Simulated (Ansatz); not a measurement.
# SiPbS3 in P4bm, a phase reached by a soft mode: a soft mode frozen in, part 2 of 3

Wanted: the energy along a soft mode of SiPbS3 in P4bm, a phase reached by a soft mode and the structure at the end.

Ansatz 0.2.0; DFT PBEsol, scalar-relativistic, plane waves, PAW; PAW set soft_1.

So far. Step 4 (The mode frozen in, largest atomic shift 0.14 Å): The run ends at a pressure of 0.05 GPa, with forces up to 0.025 eV/Å.

The structure was built from a prototype and need not be the compound's stable phase.

### Step 5. Energy along the mode, all amplitudes (two of the runs are shown above)

An imaginary frequency means negative curvature, so the energy should fall and then rise again as anharmonic terms take over.

This step gave:

| Quantity | Value |
| --- | --- |
| depth at the lowest point sampled | 0.303 meV/atom |
| largest atomic shift at that point | 0.14 Å |

The energy from the parent by largest atomic shift:

| largest atomic shift (Å) | energy from the parent (meV/atom) |
| --- | --- |
| 0.000 | 0 |
| 0.040 | -0.034 |
| 0.080 | -0.126 |
| 0.140 | -0.303 |
| 0.220 | -0.303 |
| 0.320 | 1.09 |
| 0.450 | 8.46 |

Displacement at unit largest shift by atom:

| atom | x (Å) | y (Å) | z (Å) | size |
| --- | --- | --- | --- | --- |
| Pb1 | 0.14 | 0.31 | 0.00 | 0.34 |
| Pb2 | -0.14 | 0.31 | 0.00 | 0.34 |
| Si3 | -0.05 | -0.35 | 0.00 | 0.36 |
| Si4 | 0.05 | -0.35 | 0.00 | 0.36 |
| S5 | -0.25 | -0.79 | 0.56 | 1.00 |
| S6 | -0.25 | -0.79 | -0.56 | 1.00 |
| S7 | 0.25 | -0.79 | 0.56 | 1.00 |
| S8 | 0.25 | -0.79 | -0.56 | 1.00 |
| S9 | -0.29 | -0.12 | 0.00 | 0.32 |
| S10 | 0.29 | -0.12 | 0.00 | 0.32 |

The lowest of the steps tried is at 0.14 Å, 0.303 meV/atom below the parent; the bottom of the well need not coincide with a step.

### Step 6. Relaxation from the frozen mode

Starting from the lowest point found, all atoms and the cell are let go, so that strain and other modes of the same symmetry can join in.

File input.yaml:

```yaml
crystal:
  lattice:
    - [6.0501067086, 0.0, 0.0]
    - [0.0, 6.0501067086, 0.0]
    - [0.0, 0.0, 5.6184995175]
  atoms:
    - { symbol: Pb, position: [0.5031313451, 0.0071820564, 0.0522987014] }
    - { symbol: Pb, position: [-0.0031313451, 0.5071820564, 0.0522987014] }
    - { symbol: Si, position: [-0.0012116892, -0.0081690347, 0.5753427921] }
    - { symbol: Si, position: [0.5012116892, 0.4918309653, 0.5753427921] }
    - { symbol: S, position: [0.189544817, 0.6769445779, 0.4757381574] }
    - { symbol: S, position: [0.799066737, 0.2864664979, 0.44779458] }
    - { symbol: S, position: [0.310455183, 0.1769445779, 0.4757381574] }
    - { symbol: S, position: [0.700933263, 0.7864664979, 0.44779458] }
    - { symbol: S, position: [-0.0068071672, -0.0026716727, 0.9530377382] }
    - { symbol: S, position: [0.5068071672, 0.4973283273, 0.9530377382] }
kpoints:
  mp_grid: { grid: [4, 4, 4] }
hamiltonian:
  xc: pbesol
  pseudopotentials: { kind: paw, azcp: { folder: soft_1 }, xc_functional: pbe }
scf:
  occupations: { method: fixed }
output:
  forces: true
  stress: true
  eigenvalues: true
relax:
  adjacent_minimum: "off"
  f_tol: 0.002
  max_steps: 120
  cell: { stress_tol: 0.03 }
```

The run is started by

```
ansatz run input.yaml --threads 8 --pin off --max-ram 16384MiB --backend cpu --events-out ev --progress --plain --runs-dir out
```

Numbers of over 12 decimals in the logs are rounded to 6 here.

What it wrote:

```text
[...]
Crystal: 10 atoms, lattice volume = 205.658 Å³
Basis set: ecut = 420 eV, 4039 PW (Γ), exchange–correlation on 90×90×80 points (8 copies of the dense FFT grid, shifted against one another)
Bands: 46, of which v1, the nominal top of the filled ones, is band 36 counted from 1 (35 counted from 0)
Symmetry: 2 space group operations
[...]
k-points: 30 of 64 (time reversal used)
[...]
SCF iter   1: F=—  HF=-30072.519629 eV  |F-HF|=—  |Δ(HF+E_count)|=         —  Δρ=3.50e-2  dr2=3.69e0  ethr=3.10e-3  ⟨swp⟩=5.3  Hψ=6008  notcnv=0  defer=181
[...]
SCF iter   8: F=-30071.407531 eV  HF=-30071.407531 eV  |F-HF|=2.56e-8  |Δ(HF+E_count)|=   1.21e-9  Δρ=4.40e-6  dr2=6.96e-8  ethr=1.39e-10  ⟨swp⟩=15.4  Hψ=10285  notcnv=0
SCF 1 converged in 8 iterations: F = -30071.407531 eV  dr2 = 6.96e-8
[...]
relax step   1: F+E_penalty+E_count = -30071.40753080 eV  Δ(F+E_penalty+E_count) = +0.000e0 eV  max|allowed force component| = 2.486e-2 eV/Å  Δτ_max = 0.0000 Å  P = +0.051 GPa  Ω = 205.658 Å³  (8 SCF iters, dr2 threshold 1.00e-7 eV, accepted)
Crystal: 10 atoms, lattice volume = 206.519 Å³
Basis set: ecut = 420 eV, 4053 PW (Γ), exchange–correlation on 90×90×80 points (8 copies of the dense FFT grid, shifted against one another)
[...]
iter 1 solved again at ethr=9.86e-7 eV; its pass at ethr=3.10e-3 eV (dr2=7.10e-4 eV) is discarded
[...]
SCF iter   5: F=-30071.409306 eV  HF=-30071.409306 eV  |F-HF|=2.81e-8  |Δ(HF+E_count)|=   1.35e-7  Δρ=5.22e-6  dr2=8.78e-8  ethr=2.73e-10  ⟨swp⟩=14.6  Hψ=9517  notcnv=0
SCF 2 converged in 5 iterations: F = -30071.409306 eV  dr2 = 8.78e-8
[...]
relax step   2: F+E_penalty+E_count = -30071.40930621 eV  Δ(F+E_penalty+E_count) = -1.775e-3 eV  max|allowed force component| = 3.385e-2 eV/Å  Δτ_max = 0.0138 Å  P = -0.049 GPa  Ω = 206.519 Å³  energy of the carried Pulay correction = -1.272e-4 eV  (5 SCF iters, dr2 threshold 1.97e-7 eV, accepted)
Crystal: 10 atoms, lattice volume = 206.351 Å³
Basis set: ecut = 420 eV, 4045 PW (Γ), exchange–correlation on 90×90×80 points (8 copies of the dense FFT grid, shifted against one another)
[...]
SCF iter   5: F=-30071.410094 eV  HF=-30071.410094 eV  |F-HF|=4.50e-9  |Δ(HF+E_count)|=   1.91e-8  Δρ=3.06e-6  dr2=2.89e-8  ethr=9.95e-11  ⟨swp⟩=13.2  Hψ=8779  notcnv=0
SCF 3 converged in 5 iterations: F = -30071.410094 eV  dr2 = 2.89e-8
relax step   3: F+E_penalty+E_count = -30071.41009389 eV  Δ(F+E_penalty+E_count) = -7.877e-4 eV  max|allowed force component| = 2.557e-2 eV/Å  Δτ_max = 0.0076 Å  P = +0.022 GPa  Ω = 206.351 Å³  energy of the carried Pulay correction = -1.024e-4 eV  (5 SCF iters, dr2 threshold 7.16e-8 eV, accepted)
[... from here on, the SCF cycles and remarks between the steps are left out ...]
relax step   4: F+E_penalty+E_count = -30071.41142295 eV  Δ(F+E_penalty+E_count) = -1.329e-3 eV  max|allowed force component| = 1.844e-2 eV/Å  Δτ_max = 0.0222 Å  P = +0.075 GPa  Ω = 206.460 Å³  energy of the carried Pulay correction = -1.185e-4 eV  (6 SCF iters, dr2 threshold 4.09e-8 eV, accepted)
relax step   5: F+E_penalty+E_count = -30071.41252959 eV  Δ(F+E_penalty+E_count) = -1.107e-3 eV  max|allowed force component| = 2.871e-2 eV/Å  Δτ_max = 0.0230 Å  P = +0.078 GPa  Ω = 206.777 Å³  energy of the carried Pulay correction = -1.652e-4 eV  (6 SCF iters, dr2 threshold 3.98e-8 eV, accepted)
relax step   6: F+E_penalty+E_count = -30071.41283230 eV  Δ(F+E_penalty+E_count) = -3.027e-4 eV  max|allowed force component| = 6.921e-2 eV/Å  Δτ_max = 0.0206 Å  P = +0.229 GPa  Ω = 206.757 Å³  energy of the carried Pulay correction = -1.623e-4 eV  (6 SCF iters, dr2 threshold 7.95e-8 eV, accepted)
relax step   7: F+E_penalty+E_count = -30071.41435640 eV  Δ(F+E_penalty+E_count) = -1.524e-3 eV  max|allowed force component| = 3.510e-2 eV/Å  Δτ_max = 0.0277 Å  P = +0.099 GPa  Ω = 207.517 Å³  energy of the carried Pulay correction = -2.741e-4 eV  (5 SCF iters, dr2 threshold 2.99e-7 eV, accepted)
relax step   8: F+E_penalty+E_count = -30071.41485362 eV  Δ(F+E_penalty+E_count) = -4.972e-4 eV  max|allowed force component| = 2.350e-2 eV/Å  Δτ_max = 0.0094 Å  P = -0.029 GPa  Ω = 207.868 Å³  energy of the carried Pulay correction = -3.256e-4 eV  (5 SCF iters, dr2 threshold 7.78e-8 eV, accepted)
relax step   9: F+E_penalty+E_count = -30071.41502031 eV  Δ(F+E_penalty+E_count) = -1.667e-4 eV  max|allowed force component| = 1.053e-2 eV/Å  Δτ_max = 0.0097 Å  P = -0.043 GPa  Ω = 207.982 Å³  energy of the carried Pulay correction = -3.423e-4 eV  (5 SCF iters, dr2 threshold 3.45e-8 eV, accepted)
relax step  10: F+E_penalty+E_count = -30071.41511397 eV  Δ(F+E_penalty+E_count) = -9.367e-5 eV  max|allowed force component| = 3.979e-3 eV/Å  Δτ_max = 0.0029 Å  P = +0.008 GPa  Ω = 207.979 Å³  energy of the carried Pulay correction = -3.417e-4 eV  (5 SCF iters, dr2 threshold 2.07e-8 eV, accepted)
relax step  11: F+E_penalty+E_count = -30071.41512886 eV  Δ(F+E_penalty+E_count) = -1.488e-5 eV  max|allowed force component| = 4.350e-3 eV/Å  Δτ_max = 0.0029 Å  P = +0.005 GPa  Ω = 207.935 Å³  energy of the carried Pulay correction = -3.353e-4 eV  (6 SCF iters, dr2 threshold 9.89e-10 eV, accepted)
relax step  12: F+E_penalty+E_count = -30071.41512786 eV  Δ(F+E_penalty+E_count) = +9.946e-7 eV  max|allowed force component| = 4.593e-3 eV/Å  Δτ_max = 0.0009 Å  P = -0.001 GPa  Ω = 207.980 Å³  energy of the carried Pulay correction = -3.419e-4 eV  (5 SCF iters, dr2 threshold 1.18e-9 eV, accepted)
relax step  13: F+E_penalty+E_count = -30071.41513093 eV  Δ(F+E_penalty+E_count) = -3.068e-6 eV  max|allowed force component| = 5.824e-4 eV/Å  Δτ_max = 0.0005 Å  P = +0.000 GPa  Ω = 207.978 Å³  energy of the carried Pulay correction = -3.416e-4 eV  (4 SCF iters, dr2 threshold 1.32e-9 eV, accepted)
[...]
SCF iter   1: F=—  HF=-30071.415550 eV  |F-HF|=—  |Δ(HF+E_count)|=         —  Δρ=2.07e-5  dr2=1.06e-7  ethr=9.53e-7  ⟨swp⟩=4.0  Hψ=9820  notcnv=0  defer=240
eigensolver tolerance schedule: the retry pair's looser diagonalisation over-reported the residual by 6444.16 of it (diagonalisation noise at an unbounded share of the residual, at the tolerance the schedule requests for it); recorded, not acted on — ethr = c·dr2/N_el stays at c = 1.0e-1
[...]
SCF iter   2: F=—  HF=-30071.415474 eV  |F-HF|=—  |Δ(HF+E_count)|=   7.62e-5  Δρ=1.08e-5  dr2=2.84e-8  ethr=1.48e-10  ⟨swp⟩=4.0  Hψ=3611  notcnv=0  defer=239
[...]
SCF iter   5: F=-30071.415474 eV  HF=-30071.415474 eV  |F-HF|=1.46e-11  |Δ(HF+E_count)|=  1.16e-10  Δρ=8.25e-8  dr2=1.34e-11  ethr=1.00e-12  ⟨swp⟩=16.8  Hψ=9525  notcnv=0
SCF 14 converged in 5 iterations: F = -30071.415474 eV  dr2 = 1.34e-11
relax step  14: F+E_penalty+E_count = -30071.41547392 eV  Δ(F+E_penalty+E_count) = -3.430e-4 eV  max|allowed force component| = 5.682e-4 eV/Å  Δτ_max = 0.0000 Å  P = +0.001 GPa  Ω = 207.978 Å³  stress off target by 2.35e-3 GPa  SCF on the basis re-selected at this cell (its energy is not comparable with the rows above)  (5 SCF iters)
basis re-selected at this cell: Δ(F+E_penalty+E_count) = -3.430e-4 eV, ΔP = +0.001 GPa vs the last step (what re-selecting the basis moved, of the pressure what is left beyond the Pulay correction that the steps carried, after the strain that the cell walked since its last selection, with what the two solves' SCF thresholds leave and, on support functions, any second-order correction that the steps lacked; it is no m [...]
SCF converged after 5 iterations
Free energy (F): -30071.415474 eV
[...]
Internal energy: -30071.415474 eV  (E = F + TS)
E sigma→0 (E₀):  -30071.415474 eV
Fermi energy:    7.705386 eV
[...]
--- Forces (eV/Å), atoms counted from 1 ---
  atom   1  Pb     0.00019867    -0.00015878    -0.00019081
  atom   2  Pb    -0.00019867    -0.00015878    -0.00019081
  atom   3  Si    -0.00049559     0.00049628     0.00004804
  atom   4  Si     0.00049559     0.00049628     0.00004804
  atom   5  S     -0.00036698    -0.00020625    -0.00005845
  atom   6  S     -0.00037583    -0.00021934     0.00056824
  atom   7  S      0.00036698    -0.00020625    -0.00005845
  atom   8  S      0.00037583    -0.00021934     0.00056824
  atom   9  S      0.00033615     0.00008804    -0.00036668
  atom  10  S     -0.00033615     0.00008804    -0.00036668
  max |Σ_I F_I| component: 6.85e-7 eV/Å
--- Stress (GPa, compression-positive) ---
        0.000938       0.000000       0.000000
        0.000000       0.000372      -0.001182
        0.000000      -0.001182       0.001651
  P = ⅓ Tr σ = 0.0010 GPa (0.010 kbar)
--- Band table (eV; the first three rows and the last of 30) ---
  k-point 0: bands = [... 32 lower, 5.9427, 6.6827, 7.3038, 7.5068, 8.8848, 9.9586, 10.7678, 10.8582, ... 6 higher]
  k-point 1: bands = [... 32 lower, 6.3912, 6.7189, 7.4544, 7.6096, 8.9550, 10.3813, 10.7180, 10.8109, ... 6 higher]
  k-point 2: bands = [... 32 lower, 6.7650, 6.8549, 7.5695, 7.7054, 9.1552, 9.6719, 10.8370, 10.9858, ... 6 higher]
  k-point 29: bands = [... 32 lower, 6.3080, 6.3080, 6.8005, 6.8005, 9.8769, 9.8769, 10.3591, 10.3591, ... 6 higher]
--- Relaxed structure (13 steps of the walk, 13 accepted, 1 SCFs on fresh bases) ---
  F+E_penalty+E_count = -30071.41547392 eV   max|allowed force component| = 5.682e-4 eV/Å   (the final SCF, on the basis selected at the relaxed cell)
  cell:  # Å, volume = 207.9777 Å³
    - [6.051542, -4.457542317645002e-18, 8.085654326284666e-18]
    - [-4.457542317645002e-18, 6.045810, -0.040150]
    - [7.508833665086634e-18, -0.037286, 5.684801]
  atoms:
    - { symbol: Pb, position: [0.508296, 0.021301, 0.059734] }
    - { symbol: Pb, position: [-0.00829636, 0.521301, 0.059734] }
    - { symbol: Si, position: [-0.00228073, -0.010272, 0.575020] }
    - { symbol: Si, position: [0.502281, 0.489728, 0.575020] }
    - { symbol: S, position: [0.186095, 0.668512, 0.486663] }
    - { symbol: S, position: [0.795273, 0.275911, 0.435130] }
    - { symbol: S, position: [0.313905, 0.168512, 0.486663] }
    - { symbol: S, position: [0.704727, 0.775911, 0.435130] }
    - { symbol: S, position: [-0.012839, 0.00430116, 0.947665] }
    - { symbol: S, position: [0.512839, 0.504301, 0.947665] }
```

Elapsed: 39 s, on 8 threads of Arm Neoverse V2, shared host; peak memory 0.85 GiB.

Step by step:

| step | energy less that of the first step (eV) | largest force component (eV/Å) | pressure (GPa) | volume (Å³) |
| --- | --- | --- | --- | --- |
| 1 | 0.0000 | 0.0249 | 0.05 | 205.66 |
| 2 | -0.0018 | 0.0338 | -0.05 | 206.52 |
| 3 | -0.0026 | 0.0256 | 0.02 | 206.35 |
| 4 | -0.0039 | 0.0184 | 0.07 | 206.46 |
| 5 | -0.0050 | 0.0287 | 0.08 | 206.78 |
| 6 | -0.0053 | 0.0692 | 0.23 | 206.76 |
| 7 | -0.0068 | 0.0351 | 0.10 | 207.52 |
| 8 | -0.0073 | 0.0235 | -0.03 | 207.87 |
| 9 | -0.0075 | 0.0105 | -0.04 | 207.98 |
| 10 | -0.0076 | 0.0040 | 0.01 | 207.98 |
| 11 | -0.0076 | 0.0043 | 0.00 | 207.93 |
| 12 | -0.0076 | 0.0046 | 0.00 | 207.98 |
| 13 | -0.0076 | 0.0006 | 0.00 | 207.98 |
| 14* | -0.0079 | 0.0006 | 0.00 | 207.98 |

Relaxation steps marked * repeat the geometry before them on a plane-wave basis chosen anew for their cell, so energy and pressure can jump there.

Forces are held to the 2 operations that the run works with; a distortion that breaks them can't arise in this run.

| cell as run | before | after | change |
| --- | --- | --- | --- |
| a (Å) | 6.050 | 6.052 | +0.0 % |
| b (Å) | 6.050 | 6.046 | -0.1 % |
| c (Å) | 5.618 | 5.685 | +1.2 % |
| α (°) | 90.00 | 90.76 | +0.8 % |
| volume (Å³/atom) | 20.57 | 20.80 | +1.1 % |

The atoms that moved most (Å, as changes of fractional coordinates times the final cell):

| atom | dx | dy | dz | length |
| --- | --- | --- | --- | --- |
| Pb2 | -0.031 | 0.085 | 0.042 | 0.100 |
| Pb1 | 0.031 | 0.085 | 0.042 | 0.100 |
| S8 | 0.023 | -0.063 | -0.072 | 0.098 |
| S6 | -0.023 | -0.063 | -0.072 | 0.098 |
| S5 | -0.021 | -0.051 | 0.062 | 0.084 |
| S7 | 0.021 | -0.051 | 0.062 | 0.084 |
| S9 | -0.037 | 0.042 | -0.031 | 0.064 |
| S10 | 0.037 | 0.042 | -0.031 | 0.064 |

This step gave:

```yaml
pressure: 9.87e-4 GPa
gap_on_the_k_mesh: 1.179 eV
volume_per_atom: 20.80 Å³
```

The distorted start has space group Pc; the relaxation ends in Pc.

### Step 7. The new phase in its own primitive cell

The relaxed structure is symmetrised, reduced to its primitive cell and relaxed tightly, as its phonons need.

File input.yaml:

```yaml
crystal:
  lattice:
    - [5.6849229091, 0.0, 0.0]
    - [0.0, 6.0515415092, 0.0]
    - [-0.0798017838, 0.0, 6.0454169585]
  atoms:
    - { symbol: Pb, position: [0.9402663133, 0.2582963624, 0.9786991884] }
    - { symbol: Pb, position: [0.9402663133, 0.7417036376, 0.4786991884] }
    - { symbol: Si, position: [0.4249800079, 0.7477192681, 0.0102723471] }
    - { symbol: Si, position: [0.4249800079, 0.2522807319, 0.5102723471] }
    - { symbol: S, position: [0.5133372818, 0.9360950684, 0.3314881564] }
    - { symbol: S, position: [0.564869757, 0.5452729421, 0.7240890467] }
    - { symbol: S, position: [0.5133372818, 0.0639049316, 0.8314881564] }
    - { symbol: S, position: [0.564869757, 0.4547270579, 0.2240890467] }
    - { symbol: S, position: [0.0523346709, 0.737161142, 0.9956988366] }
    - { symbol: S, position: [0.0523346709, 0.262838858, 0.4956988366] }
kpoints:
  mp_grid: { grid: [4, 4, 4] }
hamiltonian:
  xc: pbesol
  pseudopotentials: { kind: paw, azcp: { folder: soft_1 }, xc_functional: pbe }
scf:
  occupations: { method: fixed }
output:
  forces: true
  stress: true
  eigenvalues: true
relax:
  adjacent_minimum: "off"
  f_tol: 0.001
  max_steps: 60
  cell: { stress_tol: 0.01 }
```

What it wrote:

```text
[...]
Crystal: 10 atoms, lattice volume = 207.978 Å³
Basis set: ecut = 420 eV, 4083 PW (Γ), exchange–correlation on 80×90×90 points (8 copies of the dense FFT grid, shifted against one another)
Bands: 46, of which v1, the nominal top of the filled ones, is band 36 counted from 1 (35 counted from 0)
Symmetry: 2 space group operations
[...]
k-points: 30 of 64 (time reversal used)
[...]
- { symbol: Si, position: [0.4249800079, 0.252281, 0.5102723471] }
    - { symbol: S, position: [0.513337, 0.936095, 0.3314881564] }
    - { symbol: S, position: [0.564870, 0.545273, 0.7240890467] }
    - { symbol: S, position: [0.513337, 0.063905, 0.8314881564] }
    - { symbol: S, position: [0.564870, 0.454727, 0.224089] }
    - { symbol: S, position: [0.052335, 0.737161, 0.995699] }
    - { symbol: S, position: [0.052335, 0.262839, 0.4956988366] }
[key lines of the parts left out:]
SCF converged after 7 iterations
Free energy (F): -30071.415474 eV
Fermi energy:    7.705385 eV
P = ⅓ Tr σ = 0.0010 GPa (0.010 kbar)
```

It took 7.2 s on 8 threads; peak memory 0.83 GiB; 54 s of CPU time.

Little changed from the start: no atom moved by 0.005 Å and no cell edge by 0.1 %.

Numbers from this step:

```yaml
pressure: 9.86e-4 GPa
direct_gap_on_mesh: 1.345 eV
```

The largest force component left is 0.57 meV/Å and the pressure is 0.001 GPa, within the tolerances set. The cell now holds 20.80 Å³/atom.

[end of part 2 of 3]

[Logs are printed without paths, hosts, clocks, repeated set-up lines and the standing remarks that a program may print on its own settings, such as how far it seeks lower states.]

[Hosts, paths, dates, database ids (printed as entryN), source tags and the programs' standing remarks are cut or masked in the printed files.]
